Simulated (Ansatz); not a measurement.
# HfCo5, from a guessed structure to a relaxed one, part 2 of 2

Starting from a made-up structure for HfCo5, the aim is the relaxed cell, its shortest contacts and, where a second run follows, its electronic structure.

Ansatz 0.2.0; DFT, PBE, plane-wave PAW, files of the set soft_1, scalar-relativistic, ferromagnetic start, cell and ions relaxed at zero pressure; PAW set soft_1 (the session's first sound run).

So far: Set-up; Relaxing cell and atoms. The relaxed cell has a = 4.740, c = 3.964 Å (conventional setting).

**3. Bands of the relaxed cell**

With the geometry fixed, one more self-consistent run, with a narrower smearing and the mesh shown in its input, gives the bands, and its pressure, and its forces where symmetry allows any, show how far the geometry depends on these settings.

This step: DFT, PBE, plane-wave PAW, files of the set soft_1, scalar-relativistic, ferromagnetic start, bands and density of states at the relaxed cell; PAW set soft_1 (Ansatz 0.2.0).

input.yaml reads:

```yaml
crystal:
  lattice:
    - [4.7398339222, 0.0, 0.0]
    - [-2.3699169611, 4.1048165864, 0.0]
    - [0.0, 0.0, 3.9635650796]
  atoms:
    - { symbol: Hf, position: [0.0, 0.0, 0.0] }
    - { symbol: Co, position: [0.0, 0.5, 0.5], spin: 1.5 }
    - { symbol: Co, position: [0.5, 0.5, 0.5], spin: 1.5 }
    - { symbol: Co, position: [0.5, 0.0, 0.5], spin: 1.5 }
    - { symbol: Co, position: [0.6666666667, 0.3333333333, 0.0], spin: 1.3 }
    - { symbol: Co, position: [0.3333333333, 0.6666666667, 0.0], spin: 1.3 }
magnetization:
  spin_polarized: true
kpoints:
  mp_grid: { grid: [8, 8, 8] }
  band_path:
    path:
      - [[0.0, 0.0, 0.0], [0.5, 0.0, 0.0], [0.33333333, 0.33333333, 0.0], [0.0, 0.0, 0.0], [0.0, 0.0, 0.5], [0.5, 0.0, 0.5], [0.33333333, 0.33333333, 0.5], [0.0, 0.0, 0.5]]
      - [[0.5, 0.0, 0.5], [0.5, 0.0, 0.0]]
      - [[0.33333333, 0.33333333, 0.0], [0.33333333, 0.33333333, 0.5]]
    npoints: 8
scf:
  occupations: { method: fermi_dirac, width: 0.03 }
  n_extra_bands: 14
hamiltonian:
  xc: pbe
  pseudopotentials: { kind: paw, azcp: { folder: soft_1 } }
output:
  forces: true
  stress: true
  write_bands: true
  dos: { projected: true }
  write_density: true
  write_potential: true
  elf: true
  volumetric_format: npy
```

Launch:

```
ansatz run input.yaml --threads 4 --pin off --max-ram 10240MiB --backend cpu --events-out ev --progress --plain --runs-dir out
```

Numbers of over 12 decimals in the logs are rounded to 6 here.

Log:

```text
Warning: the band count 70 (scf.n_extra_bands) hosts the net moment |M| = 7.1000 μB (N_el = 111) but caps the reachable moment at 2·n_bands − N_el = 29.0000 μB, below the 71 bands that the automatic rule leaves for it — a moment growing past the seed, or the majority channel's smearing tail, pins there with fewer empty majority states than that count leaves; raise or omit scf.n_extra_bands unless the cap is intended
[...]
Crystal: 6 atoms, lattice volume = 77.116 Å³
Basis set: ecut = 420 eV, 1495 PW (Γ), exchange–correlation on 64×64×54 points (8 copies of the dense FFT grid, shifted against one another)
Bands: 70, of which v1, the nominal top of the filled ones, is band 56 counted from 1 (55 counted from 0)
Symmetry: 24 space group operations
[...]
k-points: 50 of 512
[...]
Starting moments: Σ|m| = 7.1 μB on 5 of 6 sites
[...]
SCF iter   1: F=—  HF=-41356.245921 eV  |F-HF|=—  |Δ(HF+E_count)|=         —  Δρ=1.17e-1 (↑5.82e-2 ↓1.17e-1)  dr2=1.79e1  dr2_m=7.01e-1  M=7.130 μB ∫|m|=7.886 μB  β_m=0.30  ethr=3.10e-3  ⟨swp⟩=5.0  Hψ=21986  notcnv=0
[...]
SCF iter  17: F=-41353.717468 eV  HF=-41353.717468 eV  |F-HF|=3.70e-8  |Δ(HF+E_count)|=   1.22e-8  Δρ=4.85e-6 (↑1.89e-6 ↓4.85e-6)  dr2=3.64e-8  dr2_m=2.19e-9  M=6.585 μB ∫|m|=8.112 μB  ethr=7.85e-11  ⟨swp⟩=14.4  Hψ=55473  notcnv=0
SCF 1 converged in 17 iterations: F = -41353.717468 eV  dr2 = 3.64e-8
[...]
NSCF: frozen V_eff on 75 k-points
SCF converged after 17 iterations
Magnetization: 6.5848 μB (58.7924 up, 52.2076 down)
Absolute magnetization: 8.1191 μB (∫|ρ↑−ρ↓|, with the PAW one-centre terms)
[...]
Per-site moments (μB) at R_I (Å): [(-0.247261, 1.128825), (1.551258, 0.977591), (1.551258, 0.977591), (1.551258, 0.977591), (1.331759, 0.993400), (1.331759, 0.993400)]
Free energy (F): -41353.717468 eV
[...]
Internal energy: -41353.693758 eV  (E = F + TS)
E sigma→0 (E₀):  -41353.705613 eV
Entropy (-TS):   -0.023710 eV (-3.952 meV/atom)
Fermi energy:    18.463545 eV
[...]
--- Stress (GPa, compression-positive) ---
       -0.003763       0.000000      -0.000000
        0.000000      -0.003763      -0.000000
       -0.000000      -0.000000       0.190023
  P = ⅓ Tr σ = 0.0608 GPa (0.608 kbar)
--- Band table (eV; the first three rows and the last of 100) ---
  k-point 0 ↑: bands = [... 52 lower, 17.1427, 17.1427, 18.0349, 18.0349, 18.1825, 19.3167, 19.4081, 19.4081, ... 10 higher]
  k-point 1 ↑: bands = [... 52 lower, 17.1673, 17.1673, 17.8430, 17.8430, 18.1825, 18.4411, 19.3046, 19.3046, ... 10 higher]
  k-point 2 ↑: bands = [... 52 lower, 17.1448, 17.2831, 17.2831, 17.3674, 17.3674, 18.1825, 19.0056, 19.0056, ... 10 higher]
  k-point 49 ↓: bands = [... 52 lower, 18.5199, 18.5764, 18.6786, 19.0113, 19.0807, 19.3065, 19.3477, 19.6618, ... 10 higher]
```

It took 7.7 s on 4 threads of AMD EPYC 9R45 (Zen 5), shared host; peak memory 0.81 GiB.

The column dr2 measures how far the density is from self-consistency, as an energy; F and HF (Harris–Foulkes) agree once it is small.

Numbers from this step:

```yaml
free_energy: -41353.7175 eV
energy_at_zero_smearing: -41353.7056 eV
smearing_term_ts: 0.02371 eV
magnetization: 6.585 μB
absolute_magnetization: 8.119 μB
site_moments: -0.2473, 1.551, 1.551, 1.551, 1.332, 1.332 μB
pressure: 0.06083 GPa
```

bands.tsv at the labelled points (eV, zero at the Fermi level; the bands that come nearest the Fermi level along the path):

```tsv
point	band_57_up	band_58_up	band_59_up	band_50_dn	band_51_dn	band_52_dn	band_53_dn	band_54_dn
Γ	0.85	0.94	0.94	-0.26	0.15	0.15	0.20	0.81
M	-0.41	-0.21	1.34	-0.21	-0.12	-0.12	-0.08	0.02
K	-0.95	-0.41	1.18	-0.35	-0.14	0.06	0.06	0.12
Γ	0.85	0.94	0.94	-0.26	0.15	0.15	0.20	0.81
A	-0.35	-0.35	-0.28	-0.29	0.15	0.22	0.22	0.55
L	-0.46	-0.36	-0.20	-0.19	0.02	0.02	0.13	0.43
H	-0.74	-0.16	0.07	-0.30	-0.08	0.07	0.19	0.19
A	-0.35	-0.35	-0.28	-0.29	0.15	0.22	0.22	0.55
L	-0.46	-0.36	-0.20	-0.19	0.02	0.02	0.13	0.43
M	-0.41	-0.21	1.34	-0.21	-0.12	-0.12	-0.08	0.02
K	-0.95	-0.41	1.18	-0.35	-0.14	0.06	0.06	0.12
H	-0.74	-0.16	0.07	-0.30	-0.08	0.07	0.19	0.19
```

Site moment by atom:

```csv
atom,site moment (μB)
Hf1,-0.25
Co2,1.55
Co3,1.55
Co4,1.55
Co5,1.33
Co6,1.33
```

Spin density in the ab plane at fractional z = 0.000, with atoms of Hf and Co within 0.2 Å of it.

Ten even steps from '0' (0.0 e/Å³) to '9' (3.6 e/Å³), each cell a mean:
```
00000000000000
00000000000000
00000110000000
00004620000000
00029810000000
00025200000000
00000000000000
00000000012100
00000000286100
00000000594000
00000000220000
00000000000000
00000000000000
00000000000000
```
Columns run along a (4.7 Å), rows up along b (4.7 Å). Atoms in or near the plane, at fractional coordinates: Hf at (0.00, 0.00), Co at (0.67, 0.33), Co at (0.33, 0.67).

Valence density in the ab plane at fractional z = 0.000, with atoms of Hf and Co within 0.2 Å of it. It is the smooth field of the valence electrons, not physical close to the nuclei.

Values in e/Å³, 14 rows by 14 columns, each cell a mean:
```
29  8  1  0  0  0  0  0  0  0  0  2 11 32
 6  2  0  0  0  1  1  1  0  0  0  2  6 11
 1  0  0  1  2  5  4  1  0  0  0  1  2  2
 0  0  1  3 17 26 11  1  0  0  0  0  0  0
 0  0  1 10 38 32  7  1  0  0  0  0  0  0
 0  0  2 10 20 10  2  0  0  0  0  0  0  0
 0  0  1  3  3  1  0  0  0  1  1  1  1  0
 0  0  0  1  0  0  0  0  2  7 11  4  1  0
 0  0  0  0  0  0  0  1 10 32 26  5  1  0
 0  0  0  0  0  0  0  3 20 38 17  2  0  0
 1  1  1  0  0  0  1  3 10 10  3  1  0  0
 4  5  3  1  0  0  0  1  2  1  1  0  0  1
23 18  5  1  0  0  0  0  0  0  0  0  2  8
50 23  4  1  0  0  0  0  0  0  0  1  6 29
```
Columns run along a (4.7 Å), rows up along b (4.7 Å). Atoms in or near the plane, at fractional coordinates: Hf at (0.00, 0.00), Co at (0.67, 0.33), Co at (0.33, 0.67).

Electrostatic potential energy in the ab plane at fractional z = 0.000, with atoms of Hf and Co within 0.2 Å of it. With pseudopotentials it is smooth inside the atoms' cores, unlike the true potential.

Ten even steps from '_' (-28 eV) to '@' (19 eV), each cell a mean:
```
==::++%%@@@@@@@@@@@@%%==::==
--++%%@@%%**++##@@@@##==::::
**%%@@##--....==%%@@%%**====
@@@@%%::______==%%@@@@%%##%%
@@@@++________**@@@@@@@@@@@@
@@%%--______==@@@@@@%%%%@@@@
@@%%==..::++%%@@@@**====##@@
@@@@%%##%%@@@@%%==____..++@@
@@@@@@@@@@@@@@++______..**@@
@@%%%%@@@@@@%%::______--%%@@
##****##@@@@##..____::##@@%%
--::--**%%@@%%==--++%%@@%%++
----::**%%@@@@%%%%@@@@%%++::
**----##@@@@@@@@@@@@@@**--==
```
Columns run along a (4.7 Å; values clipped at the 3rd and 97th percentile), rows up along b (4.7 Å). Atoms in or near the plane, at fractional coordinates: Hf at (0.00, 0.00), Co at (0.67, 0.33), Co at (0.33, 0.67).

**4. Results**

| Property | Result |
| --- | --- |
| space group, relaxed | P6/mmm |
| conventional cell | a = 4.740, b = 4.740, c = 3.964 Å; α = 90.0°, β = 90.0°, γ = 120.0° |
| volume per atom | 12.85 Å³ (guess 11.21) |
| total moment | 6.53 μB in the cell of 6 atoms |

**Reading.** HfCo5 relaxes to P6/mmm with a = 4.740, b = 4.740 and c = 3.964 Å. The guessed volume was 13 % too small. The space group P6/mmm was held in the relaxation, so the end point is a stationary structure within it and may be a saddle against distortions or other arrangements. The input starts from parallel moments, and no other start was typed. Bands cross the Fermi level, so it is a metal or semimetal at this level. On the 8×8×8 mesh with the narrower smearing (relaxed on 7×7×8) the forces vanish, as symmetry may demand, and the largest stress component is 0.190 GPa, against the relaxation's thresholds of 0.015 eV/Å and 0.05 GPa. The cutoff wasn't tested. A vector of the cell changed its length by 12 %, more than the volume shows. Spin-orbit coupling is left out, which can matter for elements this heavy. No dispersion term is used, so weakly bound directions may come out too long. Nothing here tests whether the compound is stable against decomposition.

[Logs are printed without paths, hosts, clocks, repeated set-up lines and the standing remarks that a program may print on its own settings, such as how far it seeks lower states.]

[Hosts, paths, dates, database ids (printed as entryN), source tags and the programs' standing remarks are cut or masked in the printed files.]
